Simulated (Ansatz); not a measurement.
# LaSi2Ru2C: relaxing a made-up structure, part 2 of 2

Starting from a made-up structure for LaSi2Ru2C, the aim is the relaxed cell, its shortest contacts and, where a second run follows, its electronic structure.

Ansatz 0.2.0; DFT, PBE, plane-wave PAW, files of the set soft_1, scalar-relativistic, no spin, cell and ions relaxed at zero pressure; PAW set soft_1 (the session's first sound run).

So far: The structure; Relaxing cell and atoms. The relaxed cell has a = 4.107, c = 5.477 Å (conventional setting).

## (3) Bands of the relaxed cell

A second self-consistent run takes a narrower smearing and the mesh shown in its input; the bands follow along the standard path of the relaxed lattice.

This step: DFT, PBE, plane-wave PAW, files of the set soft_1, scalar-relativistic, no spin, bands and density of states at the relaxed cell; PAW set soft_1 (Ansatz 0.2.0).

input.yaml reads:

```yaml
crystal:
  lattice:
    - [4.1071008207, 0.0, 0.0]
    - [0.0, 4.1071008207, 0.0]
    - [0.0, 0.0, 5.4769101705]
  atoms:
    - { symbol: La, position: [0.0, 0.0, 0.5] }
    - { symbol: Ru, position: [0.0, 0.5, 0.0] }
    - { symbol: Ru, position: [0.5, 0.0, 0.0] }
    - { symbol: Si, position: [0.5, 0.5, 0.283979703] }
    - { symbol: Si, position: [0.5, 0.5, 0.716020297] }
    - { symbol: C, position: [0.0, 0.0, 0.0] }
kpoints:
  mp_grid: { grid: [8, 8, 6] }
  band_path:
    path:
      - [[0.0, 0.0, 0.0], [0.0, 0.5, 0.0], [0.5, 0.5, 0.0], [0.0, 0.0, 0.0], [0.0, 0.0, 0.5], [0.0, 0.5, 0.5], [0.5, 0.5, 0.5], [0.0, 0.0, 0.5]]
      - [[0.0, 0.5, 0.0], [0.0, 0.5, 0.5]]
      - [[0.5, 0.5, 0.0], [0.5, 0.5, 0.5]]
    npoints: 8
scf:
  occupations: { method: fermi_dirac, width: 0.03 }
  n_extra_bands: 10
hamiltonian:
  xc: pbe
  pseudopotentials: { kind: paw, azcp: { folder: soft_1 } }
output:
  forces: true
  stress: true
  write_bands: true
  dos: { projected: true }
  write_density: true
  write_potential: true
  elf: true
  volumetric_format: npy
```

Started as:

```bash
$ ansatz run input.yaml --threads 4 --pin off --max-ram 10240MiB --backend cpu --events-out ev --progress --plain --runs-dir out
```

Numbers of over 12 decimals in the logs are rounded to 6 here.

The log of the run:

```text
La: projections on atomic orbitals take those of the free atom [Kr 4d10] 4f0 5s2 5p6 5d1 6s2, of charge +0.00 (hamiltonian.pseudopotentials.projection_atoms); the dataset's partial waves leave at most 1.9e-5 of an orbital's norm unspanned inside its sphere
[...]
Crystal: 6 atoms, lattice volume = 92.386 Å³
Basis set: ecut = 420 eV, 1811 PW (Γ), exchange–correlation on 60×60×80 points (8 copies of the dense FFT grid, shifted against one another)
Bands: 38, of which v1, the nominal top of the filled ones, is band 28 counted from 1 (27 counted from 0)
Symmetry: 16 space group operations
[...]
k-points: 60 of 384
[...]
SCF iter   1: F=—  HF=-19551.373895 eV  |F-HF|=—  |Δ(HF+E_count)|=         —  Δρ=4.48e-1  dr2=4.31e2  ethr=3.10e-3  ⟨swp⟩=6.3  Hψ=9393  notcnv=0
[...]
SCF iter  13: F=-19532.937870 eV  HF=-19532.937870 eV  |F-HF|=5.60e-10  |Δ(HF+E_count)|=   4.40e-8  Δρ=1.10e-6  dr2=1.40e-9  ethr=1.82e-10  ⟨swp⟩=15.4  Hψ=17604  notcnv=0
SCF 1 converged in 13 iterations: F = -19532.937870 eV  dr2 = 1.40e-9
[...]
NSCF: frozen V_eff on 75 k-points
SCF converged after 13 iterations
Free energy (F): -19532.937870 eV
[...]
Internal energy: -19532.929030 eV  (E = F + TS)
E sigma→0 (E₀):  -19532.933450 eV
Entropy (-TS):   -0.008840 eV (-1.473 meV/atom)
Fermi energy:    15.436387 eV
[...]
--- Forces (eV/Å), atoms counted from 1 ---
  atom   1  La    -0.00000000    -0.00000000     0.00000000
  atom   2  Ru     0.00000000     0.00000000     0.00000000
  atom   3  Ru     0.00000000    -0.00000000     0.00000000
  atom   4  Si     0.00000000     0.00000000     0.02173025
  atom   5  Si     0.00000000     0.00000000    -0.02173025
  atom   6  C      0.00000000     0.00000000     0.00000000
  max |Σ_I F_I| component: 3.47e-18 eV/Å
--- Stress (GPa, compression-positive) ---
       -0.394318       0.000000       0.000000
        0.000000      -0.394318       0.000000
        0.000000       0.000000       0.184690
  P = ⅓ Tr σ = -0.2013 GPa (-2.013 kbar)
--- Band table (eV; the first three rows and the last of 60) ---
  k-point 0: bands = [... 24 lower, 13.7846, 13.9277, 14.2244, 15.1580, 15.1580, 15.8173, 16.6936, 17.6873, ... 6 higher]
  k-point 1: bands = [... 24 lower, 13.7797, 14.2285, 14.3097, 15.3663, 15.3663, 15.8173, 16.1730, 17.9010, ... 6 higher]
  k-point 2: bands = [... 24 lower, 13.7812, 14.2529, 15.0043, 15.2847, 15.8173, 15.8812, 15.8812, 17.3614, ... 6 higher]
  k-point 59: bands = [... 24 lower, 13.6801, 14.0790, 14.3625, 16.1607, 16.1607, 16.9216, 17.0901, 17.9339, ... 6 higher]
```

It took 4.7 s on 4 threads of Intel Xeon Platinum 8488C (Sapphire Rapids), shared host; peak memory 0.6 GiB; 17 s of CPU time.

Numbers from this step:

```yaml
free_energy: -19532.9379 eV
energy_at_zero_smearing: -19532.9334 eV
smearing_term_ts: 0.008840 eV
fermi_energy: 15.44 eV
pressure: -0.2013 GPa
```

bands.tsv at the labelled points (eV, zero at the Fermi level; the bands that come nearest the Fermi level along the path):

| point | band 24 | band 25 | band 26 | band 27 | band 28 | band 29 | band 30 | band 31 |
| --- | --- | --- | --- | --- | --- | --- | --- | --- |
| Γ | -1.65 | -1.65 | -1.51 | -1.21 | -0.28 | -0.28 | 0.38 | 1.26 |
| X | -2.41 | -1.87 | -1.32 | -0.72 | 0.02 | 0.11 | 1.02 | 1.14 |
| M | -2.29 | -2.29 | -1.34 | -1.06 | 0.61 | 0.61 | 1.10 | 1.91 |
| Γ | -1.65 | -1.65 | -1.51 | -1.21 | -0.28 | -0.28 | 0.38 | 1.26 |
| Z | -1.65 | -1.65 | -1.10 | -0.72 | 0.13 | 0.38 | 0.95 | 0.95 |
| R | -3.14 | -2.46 | -2.10 | -0.06 | 0.63 | 0.87 | 1.41 | 1.44 |
| A | -1.76 | -1.76 | -1.36 | -1.07 | 0.72 | 0.72 | 1.49 | 1.65 |
| Z | -1.65 | -1.65 | -1.10 | -0.72 | 0.13 | 0.38 | 0.95 | 0.95 |
| X | -2.41 | -1.87 | -1.32 | -0.72 | 0.02 | 0.11 | 1.02 | 1.14 |
| R | -3.14 | -2.46 | -2.10 | -0.06 | 0.63 | 0.87 | 1.41 | 1.44 |
| M | -2.29 | -2.29 | -1.34 | -1.06 | 0.61 | 0.61 | 1.10 | 1.91 |
| A | -1.76 | -1.76 | -1.36 | -1.07 | 0.72 | 0.72 | 1.49 | 1.65 |

States per cell as run, both spins, in windows of 1 eV, from dos.tsv (zero at the Fermi level):

```csv
from,to,total
-8,-7,1.35
-7,-6,1.55
-6,-5,3.20
-5,-4,4.59
-4,-3,4.59
-3,-2,4.91
-2,-1,3.06
-1,0,2.99
0,1,4.62
1,2,2.84
```

Below -8 eV lie 28.8 more states.

Electrostatic potential energy in the ac plane at fractional y = 0.000, with atoms of La and Ru and C within 0.2 Å of it. With pseudopotentials it is smooth inside the atoms' cores, unlike the true potential.

Ten even steps from '_' (-64 eV) to '@' (18 eV), each cell a mean:
```
::==##%%**::______--##%%**--
++##@@@@##++::..--**%%@@%%**
@@@@@@@@@@%%##**##%%@@@@@@@@
@@@@@@@@@@@@@@@@@@@@@@@@@@@@
%%@@@@@@@@@@@@@@@@@@@@@@@@%%
**##%%@@@@@@@@@@@@@@@@%%####
==++**%%@@@@@@@@@@@@%%##++++
**++++##%%@@@@@@@@@@%%**==++
%%**==**%%@@@@@@@@@@%%++++##
##++==**%%@@@@@@@@@@%%**==**
++==++##@@@@@@@@@@@@%%##++==
****##%%@@@@@@@@@@@@@@%%##**
%%%%@@@@@@@@@@@@@@@@@@@@%%%%
@@@@@@@@@@@@@@@@@@@@@@@@@@@@
@@@@@@@@@@%%%%##%%@@@@@@@@@@
##%%@@@@%%**==--==##@@@@@@%%
--++%%%%**::______--%%%%##==
..--##%%++..______::##%%++::
```
Columns run along a (4.1 Å; values clipped at the 3rd and 97th percentile), rows up along c (5.5 Å). Atoms in or near the plane, at fractional coordinates: La at (0.00, 0.50), Ru at (0.50, 0.00), C at (0.00, 0.00).

Valence density in the ac plane at fractional y = 0.000, with atoms of La and Ru and C within 0.2 Å of it. It is the smooth field of the valence electrons, not physical close to the nuclei.

Values in e/Å³, 18 rows by 14 columns, each cell a mean:
```
 2  1  1  1  2  4  9 10  7  3  1  1  1  2
 1  1  1  1  1  2  5  6  4  2  1  1  1  1
 0  0  0  0  0  1  1  1  1  1  0  0  0  0
 0  0  0  0  0  0  0  0  0  0  0  0  0  0
 0  0  0  0  0  0  0  0  0  0  0  0  0  0
 1  1  0  0  0  0  0  0  0  0  0  0  1  1
 2  1  1  0  0  0  0  0  0  0  0  1  1  1
 2  2  1  1  0  0  0  0  0  0  0  1  2  2
 2  2  2  1  0  0  0  0  0  0  1  1  2  2
 2  2  1  1  0  0  0  0  0  0  0  1  2  2
 2  2  1  1  0  0  0  0  0  0  0  1  1  2
 1  1  1  0  0  0  0  0  0  0  0  0  1  1
 0  0  0  0  0  0  0  0  0  0  0  0  0  0
 0  0  0  0  0  0  0  0  0  0  0  0  0  0
 0  0  0  0  0  0  1  1  1  0  0  0  0  0
 1  1  0  0  1  1  3  4  2  1  0  0  1  1
 1  1  1  1  1  4  8  9  6  3  1  1  1  1
 2  2  1  1  2  5 10 12  8  4  1  1  1  2
```
Columns run along a (4.1 Å), rows up along c (5.5 Å). Atoms in or near the plane, at fractional coordinates: La at (0.00, 0.50), Ru at (0.50, 0.00), C at (0.00, 0.00).

ELF in the ac plane at fractional y = 0.000, with atoms of La and Ru and C within 0.2 Å of it. It is the smooth field of the valence electrons, not physical close to the nuclei.

Values, 18 rows by 14 columns, each cell a mean:
```
0.23 0.53 0.72 0.43 0.36 0.58 0.60 0.54 0.62 0.53 0.31 0.53 0.72 0.43
0.62 0.70 0.66 0.39 0.33 0.52 0.59 0.57 0.59 0.48 0.29 0.47 0.72 0.68
0.61 0.59 0.47 0.32 0.27 0.34 0.40 0.40 0.39 0.32 0.26 0.35 0.53 0.60
0.26 0.24 0.21 0.20 0.24 0.27 0.28 0.27 0.28 0.26 0.22 0.20 0.22 0.25
0.28 0.23 0.14 0.11 0.17 0.26 0.31 0.32 0.30 0.24 0.14 0.11 0.18 0.25
0.73 0.68 0.48 0.24 0.13 0.18 0.30 0.33 0.26 0.16 0.14 0.30 0.58 0.70
0.78 0.81 0.78 0.56 0.18 0.12 0.20 0.24 0.16 0.12 0.30 0.64 0.81 0.80
0.32 0.54 0.80 0.75 0.32 0.11 0.12 0.14 0.10 0.13 0.51 0.79 0.74 0.46
0.04 0.27 0.76 0.79 0.40 0.12 0.09 0.10 0.08 0.15 0.60 0.81 0.61 0.17
0.18 0.43 0.79 0.77 0.36 0.11 0.10 0.12 0.09 0.14 0.55 0.80 0.69 0.34
0.65 0.74 0.81 0.66 0.23 0.11 0.16 0.19 0.13 0.12 0.39 0.72 0.80 0.71
0.80 0.78 0.62 0.34 0.13 0.16 0.27 0.31 0.23 0.14 0.17 0.42 0.71 0.79
0.46 0.39 0.23 0.13 0.15 0.24 0.32 0.34 0.30 0.21 0.12 0.15 0.30 0.42
0.17 0.16 0.14 0.15 0.22 0.27 0.28 0.28 0.28 0.26 0.19 0.15 0.15 0.17
0.50 0.47 0.38 0.28 0.26 0.30 0.34 0.34 0.33 0.29 0.25 0.30 0.42 0.48
0.70 0.71 0.61 0.37 0.31 0.46 0.53 0.53 0.52 0.42 0.28 0.43 0.68 0.71
0.37 0.60 0.71 0.42 0.36 0.57 0.61 0.57 0.62 0.52 0.31 0.51 0.73 0.52
0.06 0.40 0.73 0.44 0.36 0.57 0.56 0.48 0.60 0.52 0.31 0.54 0.69 0.27
```
Columns run along a (4.1 Å), rows up along c (5.5 Å). Atoms in or near the plane, at fractional coordinates: La at (0.00, 0.50), Ru at (0.50, 0.00), C at (0.00, 0.00).

## (4) Results

```yaml
space_group_relaxed: P4/mmm
conventional_cell: a = 4.107, b = 4.107, c = 5.477 Å; α = 90.0°, β = 90.0°, γ = 90.0°
volume_per_atom: 15.40 Å³ (guess 15.27)
```

LaSi2Ru2C relaxes to P4/mmm with a = 4.107, b = 4.107 and c = 5.477 Å. The guessed volume was near the relaxed one. The space group P4/mmm was held in the relaxation, so the end point is a stationary structure within it and may be a saddle against distortions or other arrangements. Bands cross the Fermi level, so it is a metal or semimetal at this level. The electron count is odd, which forces that without spin polarisation or a larger cell. On the 8×8×6 mesh with the narrower smearing (relaxed on 7×7×5) the largest force component is 0.022 eV/Å and the largest stress component is 0.394 GPa, against the relaxation's thresholds of 0.015 eV/Å and 0.05 GPa. The cutoff wasn't tested. Spin-orbit coupling is left out, which can matter for elements this heavy. No dispersion term is used, so weakly bound directions may come out too long. The runs have no spin, and magnetism wasn't tested. Nothing here tests whether the compound is stable against decomposition.

[Logs are printed without paths, hosts, clocks, repeated set-up lines and the standing remarks that a program may print on its own settings, such as how far it seeks lower states.]

[Hosts, paths, dates, database ids (printed as entryN), source tags and the programs' standing remarks are cut or masked in the printed files.]
